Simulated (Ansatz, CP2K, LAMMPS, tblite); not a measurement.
**A faulty tblite run on Na+ TFSI- in fluoroethylene carbonate at 400 K (152 atoms)**

Program: tblite 0.8.0, a calculation on a cell of 2 N, 4 S, 44 O, 40 C, 24 F, 36 H and 2 Na, 13.0 Å³ an atom.

The input, run.py:

```python
import numpy as np
from ase.io import read
from tblite.ase import TBLite

atoms = read("structure.xyz")
atoms.calc = TBLite(method="GFN1-xTB", electronic_temperature=580, accuracy=1.0, max_iterations=4, mixer_damping=0.4, verbosity=1)
energy = atoms.get_potential_energy()
forces = atoms.get_forces()
print(f"energy {energy:.6f} eV")
print("forces (eV/A)")
for i, (a, f) in enumerate(zip(atoms, forces)):
    print(f"{i:4d} {a.symbol:2s} {f[0]:10.5f} {f[1]:10.5f} {f[2]:10.5f}")
print("charges (e)")
print(np.array2string(atoms.get_charges(), precision=4, suppress_small=True, max_line_width=110, threshold=100000))
```

The input, structure.xyz:

```xyz
152
Lattice="12.54047 0.00000 0.00000 0.00000 12.54047 0.00000 0.00000 0.00000 12.54047" Properties=species:S:1:pos:R:3 pbc="T T T"
N 11.83457 9.35180 4.65126
S 12.08161 9.55998 6.19336
O 11.35928 10.73916 6.72708
O 12.01314 8.32938 6.97777
C 1.28214 9.98811 6.25744
F 2.19759 8.94574 6.47715
F 1.72457 10.63683 5.14260
F 1.55853 10.86042 7.22908
S 12.26734 7.88444 4.20131
O 12.34421 7.77020 2.75426
[... 138 atom lines left out ...]
H 3.53880 1.60819 7.32614
H 3.15380 12.42610 6.99282
Na 9.70093 10.40495 8.39321
Na 0.33220 6.05002 1.12751
```

The run is started by

```sh
OMP_NUM_THREADS=1 python run.py > output.txt
```

The log of the run:

```text
------------------------------------------------------------
  cycle        total energy    energy error   density error
------------------------------------------------------------
      1     -442.8953444957  -4.4492009E+02   7.4836355E-01
      2     -452.9640479511  -1.0068703E+01   4.0322753E-01
      3     -450.8745698601   2.0894781E+00   3.1684957E-01
      4     -456.0463866880  -5.1718168E+00   1.1035785E-01
------------------------------------------------------------
 total:                                   5.965 sec
tblite.exceptions.TBLiteRuntimeError: SCF not converged in 4 cycles
The above exception was the direct cause of the following exception:
ase.calculators.calculator.CalculationFailed: SCF not converged in 4 cycles
```

Elapsed: 7 s, on 1 thread of Arm Neoverse V1, shared host; peak memory 0.2 GiB.

Banners, paths, timers and routine set-up lines are dropped from the logs unmarked, and long logs keep their key lines alone; longer cuts are marked.

Q: Name the fault.

Too few iterations: iteration limit 4.

The run ended unconverged.

[Also dropped from logs without a mark: logging warnings of Python, and SIESTA's first energy breakdown and zero terms.]

[Logs are printed without paths, hosts, clocks, repeated set-up lines and the standing remarks that a program may print on its own settings, such as how far it seeks lower states.]

[Hosts, paths, dates, database ids (printed as entryN), source tags and the programs' standing remarks are cut or masked in the printed files.]
